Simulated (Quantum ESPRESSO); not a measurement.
## CaCo2As2: magnetism against uniaxial strain

Aim: follow moments and order energies of CaCo2As2 with uniaxial strain.

Main program and level: Quantum ESPRESSO 7.5; PBEsol; plane waves with GBRV 1.5 PBEsol potentials, no spin-orbit coupling.

**1. Set-up**

It takes space group I4/mmm (No. 139, tetragonal). The conventional cell has a = 4.009 Å, b = 4.009 Å, c = 10.094 Å, α = 90.00°, β = 90.00°, γ = 90.00°. Nearest to Ca lie 10 As at 3.15 to 3.67 Å and 8 Co at 3.22 Å. Nearest to Co lie 4 As at 2.31 Å and 4 Co at 2.83 Å and 4 Ca at 3.22 Å. Nearest to As lie 4 Co at 2.31 Å and 5 As at 2.76 to 3.64 Å and 5 Ca at 3.15 to 3.67 Å. Farther neighbours are not listed.

As a file:

```cif
data_structure
_symmetry_space_group_name_H-M 'I4/mmm'
_symmetry_Int_Tables_number 139
_cell_length_a 4.0087
_cell_length_b 4.0087
_cell_length_c 10.0940
_cell_angle_alpha 90.000
_cell_angle_beta 90.000
_cell_angle_gamma 90.000
_cell_volume 162.21
loop_
_atom_site_label
_atom_site_type_symbol
_atom_site_symmetry_multiplicity
_atom_site_Wyckoff_symbol
_atom_site_fract_x
_atom_site_fract_y
_atom_site_fract_z
_atom_site_occupancy
Ca1 Ca 2 a 0.00000 0.00000 0.00000 1
Co1 Co 4 d 0.00000 0.50000 0.25000 1
As1 As 4 e 0.00000 0.00000 0.36348 1
```

The cell comes from Materials Project 2023-11-01, a database of computed structures, and need not be the stable phase.

**2. Factor along z 0.94, ferro ++**

Lengths along Cartesian z scale by the factor. Atoms keep their fractional places. Seeded atoms are those given a starting moment.

Input file pw.in:

```
&CONTROL
  calculation = 'scf'
  prefix = 'pwscf'
  outdir = './tmp'
  pseudo_dir = './pseudo'
  disk_io = 'nowf'
  tprnfor = .true.
  tstress = .true.
/
&SYSTEM
  ibrav = 0
  nat = 5
  ntyp = 3
  ecutwfc = 40
  ecutrho = 280
  nbnd = 39
  occupations = 'smearing'
  smearing = 'fd'
  degauss = 0.00734986
  nspin = 2
  starting_magnetization(1) = 0
  starting_magnetization(2) = 0.1176
  starting_magnetization(3) = 0
/
&ELECTRONS
  conv_thr = 1d-08
  electron_maxstep = 150
  mixing_beta = 0.3
/
ATOMIC_SPECIES
Ca     40.0780 ca_pbesol_v1.uspp.F.UPF
Co     58.9332 co_pbesol_v1.2.uspp.F.UPF
As     74.9216 as_pbesol_v1.uspp.F.UPF
CELL_PARAMETERS bohr
  -3.7876941185    3.7876941185    8.9652158074
   3.7876941185   -3.7876941185    8.9652158074
   3.7876941185    3.7876941185   -8.9652158074
ATOMIC_POSITIONS crystal
Ca      0.0000000000    0.0000000000    0.0000000000
Co      0.7500000000    0.2500000000    0.5000000000
Co      0.2500000000    0.7500000000    0.5000000000
As      0.3634838400    0.3634838400    0.0000000000
As      0.6365161600    0.6365161600    0.0000000000
K_POINTS automatic
10 10 10 0 0 0
```

Started as:

```sh
> OMP_NUM_THREADS=1 mpirun -n 4 pw.x -nk 4 -in pw.in > pw.out
```

Log:

```text
Program PWSCF v.7.5 starts

     Message from routine setup:
     using ibrav=0 with symmetry is DISCOURAGED, use correct ibrav instead

     K-points division:     npool     =       4
     Subspace diagonalization in iterative solution of the eigenvalue problem:

     bravais-lattice index     =            0
     lattice parameter (alat)  =      10.4436  a.u.
     unit-cell volume          =     514.4824 (a.u.)^3
     number of atoms/cell      =            5
     number of atomic types    =            3
     number of electrons       =        54.00
     number of Kohn-Sham states=           39
     kinetic-energy cutoff     =      40.0000  Ry
     charge density cutoff     =     280.0000  Ry
     scf convergence threshold =      1.0E-08
     mixing beta               =       0.3000
     number of iterations used =            8  plain     mixing
     Exchange-correlation= SLA  PW   PSX  PSC
                           (   1   4  10   8   0   0   0)

     celldm(1)=  10.443579  celldm(2)=   0.000000  celldm(3)=   0.000000
     celldm(4)=   0.000000  celldm(5)=   0.000000  celldm(6)=   0.000000

     crystal axes: (cart. coord. in units of alat)
               a(1) = (  -0.362682   0.362682   0.858443 )
               a(2) = (   0.362682  -0.362682   0.858443 )
               a(3) = (   0.362682   0.362682  -0.858443 )

     reciprocal axes: (cart. coord. in units 2 pi/alat)
               b(1) = (  0.000000  1.378620  0.582450 )
               b(2) = (  1.378620  0.000000  0.582450 )
               b(3) = (  1.378620  1.378620  0.000000 )

     PseudoPot. # 1 for Ca read from file:
     ca_pbesol_v1.uspp.F.UPF
     Pseudo is Ultrasoft + core correction, Zval = 10.0

     PseudoPot. # 2 for Co read from file:
     co_pbesol_v1.2.uspp.F.UPF
     Pseudo is Ultrasoft + core correction, Zval = 17.0

     PseudoPot. # 3 for As read from file:
     as_pbesol_v1.uspp.F.UPF
     Pseudo is Ultrasoft + core correction, Zval =  5.0

     atomic species   valence    mass     pseudopotential
     Ca               10.00    40.07800     Ca( 1.00)
     Co               17.00    58.93320     Co( 1.00)
     As                5.00    74.92160     As( 1.00)

     Starting magnetic structure
     atomic species   magnetization
     Ca              0.000
     Co              0.118
     As              0.000

     16 Sym. Ops., with inversion, found

   Cartesian axes

     site n.     atom                  positions (alat units)
         1        Ca     tau(   1) = (   0.0000000   0.0000000   0.0000000  )
         2        Co     tau(   2) = (   0.0000000   0.3626816   0.4292214  )
         3        Co     tau(   3) = (   0.3626816   0.0000000   0.4292214  )
         4        As     tau(   4) = (   0.0000000  -0.0000000   0.6240602  )
         5        As     tau(   5) = (  -0.0000000  -0.0000000   1.0928255  )

     number of k points=   102  Fermi-Dirac smearing, width (Ry)=  0.0073

     Number of k-points >= 100: set verbosity='high' to print them.

     Dense  grid:    40695 G-vectors     FFT dimensions: (  60,  60,  60)

     Smooth grid:    17497 G-vectors     FFT dimensions: (  45,  45,  45)

     Check: negative core charge=   -0.000014
     Generating pointlists ...
     new r_m :   0.2318 (alat units)  2.4208 (a.u.) for type    1
     new r_m :   0.1698 (alat units)  1.7736 (a.u.) for type    2
     new r_m :   0.1698 (alat units)  1.7736 (a.u.) for type    3

     Initial potential from superposition of free atoms

     starting charge      51.9943, renormalised to      54.0000
     Starting wfcs are   44 randomized atomic wfcs

     Self-consistent Calculation

     iteration #  1     ecut=    40.00 Ry     beta= 0.30
     Davidson diagonalization with overlap
     ethr =  1.00E-02,  avg # of iterations =  4.0

     total energy              =    -743.71908405 Ry
     estimated scf accuracy    <      20.94529630 Ry

     total magnetization       =     2.18 Bohr mag/cell
     absolute magnetization    =     2.62 Bohr mag/cell

     iteration #  2     ecut=    40.00 Ry     beta= 0.30
     Davidson diagonalization with overlap
     ethr =  1.00E-02,  avg # of iterations =  3.0

     total energy              =    -750.46463819 Ry
     estimated scf accuracy    <      26.03554824 Ry

     total magnetization       =     0.15 Bohr mag/cell
     absolute magnetization    =     0.23 Bohr mag/cell

     [... further iterations left out ...]

     iteration # 19     ecut=    40.00 Ry     beta= 0.30
     Davidson diagonalization with overlap
     ethr =  1.49E-10,  avg # of iterations =  1.9

     total energy              =    -751.57332131 Ry
     estimated scf accuracy    <       0.00000001 Ry

     total magnetization       =     1.30 Bohr mag/cell
     absolute magnetization    =     1.40 Bohr mag/cell

     iteration # 20     ecut=    40.00 Ry     beta= 0.30
     Davidson diagonalization with overlap
     ethr =  2.02E-11,  avg # of iterations =  2.4

     Magnetic moment per site  (integrated on atomic sphere of radius R)
     atom   1 (R=0.232)  charge=  8.6063  magn=  0.0051
     atom   2 (R=0.170)  charge= 15.2470  magn=  0.6384
     atom   3 (R=0.170)  charge= 15.2470  magn=  0.6384
     atom   4 (R=0.170)  charge=  2.3308  magn=  0.0029
     atom   5 (R=0.170)  charge=  2.3308  magn=  0.0029

     End of self-consistent calculation

     Number of k-points >= 100: set verbosity='high' to print the bands.

     the Fermi energy is    12.9874 ev

!    total energy              =    -751.57332131 Ry
     estimated scf accuracy    <          1.2E-09 Ry
     smearing contrib. (-TS)   =      -0.00751409 Ry
     internal energy E=F+TS    =    -751.56580722 Ry

     The total energy is F=E-TS. E is the sum of the following terms:
     one-electron contribution =    -505.97801460 Ry
     hartree contribution      =     279.22938283 Ry
     xc contribution           =    -139.66546259 Ry
     ewald contribution        =    -385.15171286 Ry

     total magnetization       =     1.30 Bohr mag/cell
     absolute magnetization    =     1.40 Bohr mag/cell

     convergence has been achieved in  20 iterations

     Forces acting on atoms (cartesian axes, Ry/au):

     atom    1 type  1   force =    -0.00000000   -0.00000000    0.00000000
     atom    2 type  2   force =    -0.00000000   -0.00000000   -0.00000000
     atom    3 type  2   force =     0.00000000    0.00000000    0.00000000
     atom    4 type  3   force =    -0.00000000   -0.00000000    0.02442911
     atom    5 type  3   force =    -0.00000000   -0.00000000   -0.02442911

     Total force =     0.034548     Total SCF correction =     0.000023

     Computing stress (Cartesian axis) and pressure

          total   stress  (Ry/bohr**3)                   (kbar)     P=       51.37
   0.00021216  -0.00000000   0.00000000           31.21       -0.00        0.00
  -0.00000000   0.00021216   0.00000000           -0.00       31.21        0.00
   0.00000000   0.00000000   0.00062321            0.00        0.00       91.68

=------------------------------------------------------------------------------=
   JOB DONE.
=------------------------------------------------------------------------------=
```

Run time: 4.7 min. Hardware: 4 MPI ranks of Arm Neoverse V1, shared host; peak memory 0.77 GiB.

Spin moment in the atom's sphere by atom:

| atom | spin moment in the atom's sphere (μB) |
| --- | --- |
| Ca1 | 0.005 |
| Co2 | 0.638 |
| Co3 | 0.638 |
| As4 | 0.003 |
| As5 | 0.003 |

Read from the output:

- smearing term TS: 0.1022 eV
- pressure: 5.137 GPa
- magnetization: 1.3 μB
- absolute magnetization: 1.404 μB
- final state: ferromagnetic

**3. Factor along z 0.94, antiferro +-**

Changes to pw.in since step 2:

```diff
@@ -12,6 +12,6 @@
   nat = 5
-  ntyp = 3
+  ntyp = 4
   ecutwfc = 40
   ecutrho = 280
-  nbnd = 39
+  nbnd = 37
   occupations = 'smearing'
@@ -22,3 +22,4 @@
   starting_magnetization(2) = 0.1176
-  starting_magnetization(3) = 0
+  starting_magnetization(3) = -0.1176
+  starting_magnetization(4) = 0
 /
@@ -31,3 +32,4 @@
 Ca     40.0780 ca_pbesol_v1.uspp.F.UPF
-Co     58.9332 co_pbesol_v1.2.uspp.F.UPF
+Co1    58.9332 co_pbesol_v1.2.uspp.F.UPF
+Co2    58.9332 co_pbesol_v1.2.uspp.F.UPF
 As     74.9216 as_pbesol_v1.uspp.F.UPF
@@ -39,4 +41,4 @@
 Ca      0.0000000000    0.0000000000    0.0000000000
-Co      0.7500000000    0.2500000000    0.5000000000
-Co      0.2500000000    0.7500000000    0.5000000000
+Co1     0.7500000000    0.2500000000    0.5000000000
+Co2     0.2500000000    0.7500000000    0.5000000000
 As      0.3634838400    0.3634838400    0.0000000000
```

Log:

```text
     [... lines left out ...]
Program PWSCF v.7.5 starts
     [... lines left out ...]
     number of atoms/cell      =            5
     [... lines left out ...]
     number of electrons       =        54.00
     number of Kohn-Sham states=           37
     kinetic-energy cutoff     =      40.0000  Ry
     charge density cutoff     =     280.0000  Ry
     scf convergence threshold =      1.0E-08
     [... lines left out ...]
      8 Sym. Ops. (no inversion) found
     [... lines left out ...]
     number of k points=   102  Fermi-Dirac smearing, width (Ry)=  0.0073
     [... lines left out ...]
     iteration # 25     ecut=    40.00 Ry     beta= 0.30
     [... lines left out ...]
     Magnetic moment per site  (integrated on atomic sphere of radius R)
     atom   1 (R=0.232)  charge=  8.6038  magn=  0.0000
     atom   2 (R=0.170)  charge= 15.2541  magn=  0.0007
     atom   3 (R=0.170)  charge= 15.2541  magn= -0.0004
     atom   4 (R=0.170)  charge=  2.3282  magn=  0.0000
     atom   5 (R=0.170)  charge=  2.3282  magn=  0.0000
     [... lines left out ...]
     the Fermi energy is    12.9834 ev
!    total energy              =    -751.57055515 Ry
     estimated scf accuracy    <          5.4E-09 Ry
     smearing contrib. (-TS)   =      -0.01212600 Ry
     [... lines left out ...]
     total magnetization       =     0.00 Bohr mag/cell
     absolute magnetization    =     0.00 Bohr mag/cell
     convergence has been achieved in  25 iterations
     [... lines left out ...]
     Total force =     0.027695     Total SCF correction =     0.000009
     [... lines left out ...]
          total   stress  (Ry/bohr**3)                   (kbar)     P=       46.76
     [... lines left out ...]
```

Run time: 5.4 min. Hardware: 4 MPI ranks; peak memory 0.77 GiB; 22 min of CPU time.

Spin moment in the atom's sphere by atom:

| atom | spin moment in the atom's sphere (μB) |
| --- | --- |
| Ca1 | 0.0000 |
| Co2 | 0.0007 |
| Co3 | -0.0004 |
| As4 | 0.0000 |
| As5 | 0.0000 |

This step gave:

* smearing term TS: 0.1650 eV
* pressure: 4.676 GPa
* magnetization: 0 μB
* absolute magnetization: 0 μB
* final state: non-magnetic

**4. Factor along z 0.94, no spin polarisation**

Input file pw.in:

```
&CONTROL
  calculation = 'scf'
  prefix = 'pwscf'
  outdir = './tmp'
  pseudo_dir = './pseudo'
  disk_io = 'nowf'
  tprnfor = .true.
  tstress = .true.
/
&SYSTEM
  ibrav = 0
  nat = 5
  ntyp = 3
  ecutwfc = 40
  ecutrho = 280
  nbnd = 37
  occupations = 'smearing'
  smearing = 'fd'
  degauss = 0.00734986
/
&ELECTRONS
  conv_thr = 1d-08
  electron_maxstep = 150
  mixing_beta = 0.3
/
ATOMIC_SPECIES
Ca     40.0780 ca_pbesol_v1.uspp.F.UPF
Co     58.9332 co_pbesol_v1.2.uspp.F.UPF
As     74.9216 as_pbesol_v1.uspp.F.UPF
CELL_PARAMETERS bohr
  -3.7876941185    3.7876941185    8.9652158074
   3.7876941185   -3.7876941185    8.9652158074
   3.7876941185    3.7876941185   -8.9652158074
ATOMIC_POSITIONS crystal
Ca      0.0000000000    0.0000000000    0.0000000000
Co      0.7500000000    0.2500000000    0.5000000000
Co      0.2500000000    0.7500000000    0.5000000000
As      0.3634838400    0.3634838400    0.0000000000
As      0.6365161600    0.6365161600    0.0000000000
K_POINTS automatic
10 10 10 0 0 0
```

Log:

```text
     [... lines left out ...]
Program PWSCF v.7.5 starts
     [... lines left out ...]
     number of atoms/cell      =            5
     [... lines left out ...]
     number of electrons       =        54.00
     number of Kohn-Sham states=           37
     kinetic-energy cutoff     =      40.0000  Ry
     charge density cutoff     =     280.0000  Ry
     scf convergence threshold =      1.0E-08
     [... lines left out ...]
     16 Sym. Ops., with inversion, found
     [... lines left out ...]
     number of k points=   102  Fermi-Dirac smearing, width (Ry)=  0.0073
     [... lines left out ...]
     iteration # 16     ecut=    40.00 Ry     beta= 0.30
     [... lines left out ...]
     the Fermi energy is    12.9835 ev
!    total energy              =    -751.57056145 Ry
     estimated scf accuracy    <          2.3E-09 Ry
     smearing contrib. (-TS)   =      -0.01212625 Ry
     [... lines left out ...]
     convergence has been achieved in  16 iterations
     [... lines left out ...]
     Total force =     0.027701     Total SCF correction =     0.000053
     [... lines left out ...]
          total   stress  (Ry/bohr**3)                   (kbar)     P=       46.39
     [... lines left out ...]
```

It took 1.9 min on 4 MPI ranks; peak memory 0.54 GiB.

Read from the output:

- smearing term TS: 0.1650 eV
- pressure: 4.639 GPa
- final state: non-magnetic (no spin polarisation)

(Part 1 of 2 ends here.)

[Logs and program files are shortened in this print: banners, set-up blocks, solver, clock and traceback lines can be left out without a mark of their own.]

[Logs are printed without paths, hosts, clocks, repeated set-up lines and the standing remarks that a program may print on its own settings, such as how far it seeks lower states.]

[Hosts, paths, dates, database ids (printed as entryN), source tags and the programs' standing remarks are cut or masked in the printed files.]

[Where a cell is said to come from a database of computed structures, the database is the Materials Project.]
